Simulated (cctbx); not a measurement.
# YB3Te with cctbx, script by script

Library: cctbx 2025.11. The data are simulated by the first script.

## 1. Simulate the data

run.py:

```python
from cctbx import adptbx, crystal, miller, sgtbx, xray
from cctbx.array_family import flex
from iotbx.shelx import hklf
from scitbx import matrix
import scitbx.random

cs = crystal.symmetry(unit_cell=(5.569, 5.569, 13.403, 90, 90, 120), space_group_symbol='Hall: -R 3 2"c')  # R-3c
atoms = [  # label, site, U (iso, or U11 U22 U33 U12 U13 U23 in A^2), occupancy
    ("Te1", (1/3, 2/3, 0.16667), (0.0084, 0.0084, 0.0059, 0.0042, 0.0000, 0.0000), 1),
    ("Y1", (1/3, 2/3, 0.41667), (0.0109, 0.0109, 0.0083, 0.0055, 0.0000, 0.0000), 1),
    ("B1", (0.5739, 0.5739, 0.25), (0.0187, 0.0187, 0.0197, 0.0085, -0.0001, 0.0001), 1),
]
xs = xray.structure(crystal_symmetry=cs)
for label, site, u, occ in atoms:
    u = adptbx.u_cif_as_u_star(cs.unit_cell(), u) if isinstance(u, tuple) else u
    xs.add_scatterer(xray.scatterer(label, site=site, u=u, occupancy=occ))
xs.set_inelastic_form_factors(0.71073, "sasaki")
xs.show_summary()
p1 = xs.expand_to_p1()
ms = miller.build_set(p1, anomalous_flag=True, d_min=1.1)
flex.set_random_seed(7038)
scitbx.random.set_random_seed(7038)
ms = ms.select(flex.random_double(ms.size()) < 0.8)
i = ms.structure_factors_from_scatterers(p1, algorithm="direct").f_calc().as_intensity_array().data()
i = i * 20000 / flex.max(i)
sig = flex.sqrt(i + flex.pow2(0.03 * i) + 2 ** 2)
noise = scitbx.random.variate(scitbx.random.normal_distribution())(i.size())
data = ms.array(data=i + sig * noise, sigmas=sig).set_observation_type_xray_intensity()
with open("data.hkl", "w") as f:
    data.export_as_shelx_hklf(f)
print("reflections written:", data.size(), " <I/sigma> = %.1f" % flex.mean(data.data() / data.sigmas()))
for h, a, b in list(data.sort("data"))[:12]:
    print("%4d%4d%4d %9.1f %7.1f" % (h + (a, b)))
```

```console
$ python run.py
```

```text
Number of scatterers: 3
At special positions: 3
Unit cell: (5.569, 5.569, 13.403, 90, 90, 120)
Space group: R -3 c :H (No. 167)
reflections written: 869  <I/sigma> = 4.6
   1  -1  -4   20533.4   616.4
  -1   2   0   20057.8   595.9
  -2   2  -4   19464.4   577.4
   1   0   4   19436.3   616.4
  -1  -1   0   19417.3   595.9
   0   1  -4   19170.0   616.4
  -2   0   4   19095.2   577.4
   2  -1   0   18887.3   595.9
   1   1   0   18545.3   595.9
   0  -1   4   18497.3   616.4
   0  -2  -4   18373.2   577.4
   0  -3   0   13688.2   422.2
```

Run time: 0.35 s on 1 thread of Arm Neoverse N1 (shared host), peak memory 0.07 GiB.

## 2. Refinement (right model)

run.py:

```python
import math
from cctbx import adptbx, crystal, maptbx, sgtbx, xray
from cctbx.array_family import flex
from cctbx.xray import observations
from iotbx.shelx import hklf
from scitbx.lstbx import normal_eqns_solving
from smtbx import absolute_structure, utils
from smtbx.refinement import constraints, least_squares

cs = crystal.symmetry(unit_cell=(5.569, 5.569, 13.403, 90, 90, 120), space_group_symbol='Hall: -R 3 2"c')  # R-3c
atoms = [  # label, site, U (iso, or U11 U22 U33 U12 U13 U23 in A^2), occupancy
    ("Te1", (1/3, 2/3, 0.16667), 0.0200, 1),
    ("Y1", (1/3, 2/3, 0.41667), 0.0200, 1),
    ("B1", (0.5695, 0.5695, 0.25), 0.0200, 1),
]
xs = xray.structure(crystal_symmetry=cs)
for label, site, u, occ in atoms:
    u = adptbx.u_cif_as_u_star(cs.unit_cell(), u) if isinstance(u, tuple) else u
    xs.add_scatterer(xray.scatterer(label, site=site, u=u, occupancy=occ))
xs.set_inelastic_form_factors(0.71073, "sasaki")
raw = hklf.reader(file_name="data.hkl").as_miller_arrays(crystal_symmetry=cs, anomalous=True)[0]
merged = raw.eliminate_sys_absent().merge_equivalents()
fo2 = merged.array().set_observation_type_xray_intensity()
print("Rint %.3f, %d unique reflections to %.2f A" % (merged.r_int(), fo2.size(), fo2.d_min()))
for sc in xs.scatterers():
    sc.flags.set_grad_site(True)
    sc.flags.set_grad_u_aniso(sc.flags.use_u_aniso())
    sc.flags.set_grad_u_iso(sc.flags.use_u_iso())
obs = fo2.as_xray_observations()
extra = {}
rep = constraints.reparametrisation(xs, [], utils.connectivity_table(xs), **extra)
ls = least_squares.crystallographic_ls(obs, rep, weighting_scheme=least_squares.mainstream_shelx_weighting(a=0, b=0))
print("cycle     R1     wR2    GooF  max shift (A)")
for cycle in range(8):
    ls.build_up()
    r1, wr2, goof = ls.r1_factor(cutoff_factor=2)[0], ls.wR2(), ls.goof()
    old = xs.sites_cart()
    normal_eqns_solving.levenberg_marquardt_iterations(ls, n_max_iterations=3, tau=1e-06, step_threshold=1e-7)
    big = flex.max((xs.sites_cart() - old).norms())
    print("%4d %7.4f %7.4f %7.3f %9.5f" % (cycle + 1, r1, wr2, goof, big))
    ls.build_up(objective_only=True)
    if abs(ls.wR2() - wr2) < 5e-5 and big < 5e-4:
        break
ls.build_up()
print("final R1 %.4f wR2 %.4f GooF %.3f  parameters %d  data/parameter %.1f" % (ls.r1_factor(cutoff_factor=2)[0], ls.wR2(), ls.goof(), ls.n_parameters, fo2.size() / ls.n_parameters))
cov = ls.covariance_matrix_and_annotations()
su = dict(zip(cov.annotations, (math.sqrt(max(v, 0)) for v in cov.matrix.matrix_packed_u_diagonal())))
a2 = cs.unit_cell().reciprocal_parameters()[0] ** -2
print("atom        x        y        z      Ueq    occ   su(xyz)  su(Uiso or U11)")
for sc in xs.scatterers():
    s = max(su.get(sc.label + k, 0) for k in (".x", ".y", ".z"))
    npd = "" if sc.is_positive_definite_u(cs.unit_cell()) else "  NPD"
    print("%-5s %8.5f %8.5f %8.5f %8.4f %6.3f %8.5f %7.4f%s" % ((sc.label,) + sc.site + (sc.u_iso_or_equiv(cs.unit_cell()), sc.occupancy, s, su.get(sc.label + ".uiso", su.get(sc.label + ".u11", 0) * a2), npd)))
fo = fo2.f_sq_as_f()
fc = fo.structure_factors_from_scatterers(xs, algorithm="direct").f_calc()
diff = fo.f_obs_minus_f_calc(1 / math.sqrt(ls.scale_factor()), fc).average_bijvoet_mates()
m = diff.fft_map(symmetry_flags=maptbx.use_space_group_symmetry, resolution_factor=0.25).apply_volume_scaling()
print("difference map: max %.2f min %.2f rms %.2f" % (m.statistics().max(), m.statistics().min(), m.statistics().sigma()))
peaks = m.peak_search(parameters=maptbx.peak_search_parameters(min_distance_sym_equiv=0.6, max_clusters=6)).all()
near = xs.closest_distances(peaks.sites(), distance_cutoff=4)
sps = cs.special_position_settings(min_distance_sym_equiv=0.5)
for k, (x, h) in enumerate(zip(peaks.sites(), peaks.heights())):
    ss = sps.site_symmetry(x)
    print("Q%-3d %7.4f %7.4f %7.4f %4d %7.2f  %.2f A from %s" % ((k + 1,) + tuple(t % 1 for t in ss.exact_site()) + (ss.multiplicity(), h, near.smallest_distances[k], xs.scatterers()[near.i_seqs[k]].label)))
```

```console
$ python run.py
```

```text
Rint 0.028, 33 unique reflections to 1.10 A
cycle     R1     wR2    GooF  max shift (A)
   1  0.0520  0.1318   6.935   0.02613
   2  0.0099  0.0237   1.245   0.00000
final R1 0.0099 wR2 0.0237 GooF 1.245  parameters 4  data/parameter 8.2
atom        x        y        z      Ueq    occ   su(xyz)  su(Uiso or U11)
Te1    0.33333  0.66667  0.16667   0.0074  1.000  0.00000  0.0006
Y1     0.33333  0.66667  0.41667   0.0100  1.000  0.00000  0.0006
B1     0.57419  0.57419  0.25000   0.0196  1.000  0.00098  0.0015
difference map: max 0.19 min -0.42 rms 0.09
Q1    0.0223  0.2232  0.1575   36    0.19  1.45 A from B1
Q2    0.0000  0.0000  0.1249   12    0.19  1.67 A from Te1
Q3    0.0822  0.1538  0.5084   36    0.19  0.75 A from Te1
Q4    0.9815  0.2169  0.5888   36    0.16  0.64 A from B1
Q5    0.0828  0.1551  0.2613   36    0.13  0.76 A from Y1
Q6    0.0833  0.2083  0.0741   36    0.12  0.81 A from B1
```

Time: 0.5 s.

## 3. Simulate the data

run.py, as its changes from the last script of this kind:

```diff
@@ -20 +20 @@
-ms = miller.build_set(p1, anomalous_flag=True, d_min=1.1)
+ms = miller.build_set(p1, anomalous_flag=True, d_min=0.84)
```

```console
$ python run.py
```

```text
Number of scatterers: 3
At special positions: 3
Unit cell: (5.569, 5.569, 13.403, 90, 90, 120)
Space group: R -3 c :H (No. 167)
reflections written: 2061  <I/sigma> = 4.4
  -2   1   0   20714.6   595.9
   1   0   4   20625.3   616.4
  -2   0   4   20101.1   577.4
   0   1  -4   20024.8   616.4
   1  -1  -4   19996.8   616.4
  -1   0  -4   19947.8   616.4
   0  -1   4   19795.2   616.4
  -1   2   0   19626.9   595.9
  -1  -1   0   19355.7   595.9
   0  -2  -4   19230.3   577.4
   1  -2   0   19081.7   595.9
   2  -2   4   19022.6   577.4
```

Time: 0.35 s.

## 4. Refinement (right model)

run.py, as its changes from the last script of this kind:

```diff
@@ -14 +14 @@
-    ("B1", (0.5695, 0.5695, 0.25), 0.0200, 1),
+    ("B1", (0.5779, 0.5779, 0.25), 0.0200, 1),
@@ -20,0 +21 @@
+xs.convert_to_anisotropic()
```

```console
$ python run.py
```

```text
Rint 0.022, 75 unique reflections to 0.85 A
cycle     R1     wR2    GooF  max shift (A)
   1  0.0865  0.1979  10.851   0.02597
   2  0.0076  0.0195   1.067   0.00005
final R1 0.0076 wR2 0.0195 GooF 1.067  parameters 9  data/parameter 8.3
atom        x        y        z      Ueq    occ   su(xyz)  su(Uiso or U11)
Te1    0.33333  0.66667  0.16667   0.0077  1.000  0.00000  0.0002
Y1     0.33333  0.66667  0.41667   0.0101  1.000  0.00000  0.0002
B1     0.57323  0.57323  0.25000   0.0203  1.000  0.00057  0.0010
difference map: max 0.25 min -0.28 rms 0.09
Q1    0.0878  0.1611  0.0649   36    0.27  0.94 A from B1
Q2    0.9925  0.4736  0.5348   36    0.23  1.34 A from B1
Q3    0.0907  0.1897  0.8179   36    0.18  1.29 A from Y1
Q4    0.0000  0.0000  0.2500    6    0.17  0.00 A from Y1
Q5    0.0284  0.5006  0.2944   36    0.17  0.69 A from B1
Q6    0.0717  0.2704  0.1759   36    0.15  1.49 A from B1
```

Time: 0.58 s.

## 5. Simulate the data

run.py, as its changes from the last script of this kind:

```diff
@@ -20 +20 @@
-ms = miller.build_set(p1, anomalous_flag=True, d_min=0.84)
+ms = miller.build_set(p1, anomalous_flag=True, d_min=0.6)
```

```console
$ python run.py
```

```text
Number of scatterers: 3
At special positions: 3
Unit cell: (5.569, 5.569, 13.403, 90, 90, 120)
Space group: R -3 c :H (No. 167)
reflections written: 5582  <I/sigma> = 3.9
   2  -1   0   20676.7   595.9
   1  -1  -4   20141.0   616.4
   0  -1   4   20135.1   616.4
   0   1  -4   19526.6   616.4
  -1   2   0   19377.0   595.9
   1  -2   0   18935.9   595.9
   1   1   0   18595.6   595.9
  -1  -1   0   18535.1   595.9
   2   0  -4   18485.6   577.4
   2  -2   4   18359.8   577.4
  -2   2  -4   18084.2   577.4
   0  -2  -4   17903.4   577.4
```

Time: 0.43 s.

## 6. Refinement (right model)

run.py, as its changes from the last script of this kind:

```diff
@@ -14 +14 @@
-    ("B1", (0.5779, 0.5779, 0.25), 0.0200, 1),
+    ("B1", (0.5715, 0.5715, 0.25), 0.0200, 1),
```

```console
$ python run.py
```

```text
Rint 0.027, 198 unique reflections to 0.60 A
cycle     R1     wR2    GooF  max shift (A)
   1  0.1677  0.3516  17.050   0.01329
   2  0.0074  0.0188   0.912   0.00014
final R1 0.0074 wR2 0.0188 GooF 0.912  parameters 9  data/parameter 22.0
atom        x        y        z      Ueq    occ   su(xyz)  su(Uiso or U11)
Te1    0.33333  0.66667  0.16667   0.0076  1.000  0.00000  0.0001
Y1     0.33333  0.66667  0.41667   0.0100  1.000  0.00000  0.0001
B1     0.57391  0.57391  0.25000   0.0193  1.000  0.00037  0.0005
difference map: max 0.37 min -0.36 rms 0.11
Q1    0.0000  0.1317  0.2500   18    0.38  0.73 A from Y1
Q2    0.0000  0.2549  0.2500   18    0.34  0.95 A from B1
Q3    0.0893  0.5492  0.0947   36    0.30  1.17 A from B1
Q4    0.0000  0.0000  0.1169   12    0.30  1.57 A from Te1
Q5    0.0412  0.1887  0.4821   36    0.27  0.99 A from Te1
Q6    0.0136  0.3172  0.7754   36    0.27  1.51 A from B1
```

It took 0.6 s on 1 thread of Arm Neoverse N1 (shared host), peak memory 0.09 GiB.

[Logs are printed without paths, hosts, clocks, repeated set-up lines and the standing remarks that a program may print on its own settings, such as how far it seeks lower states.]
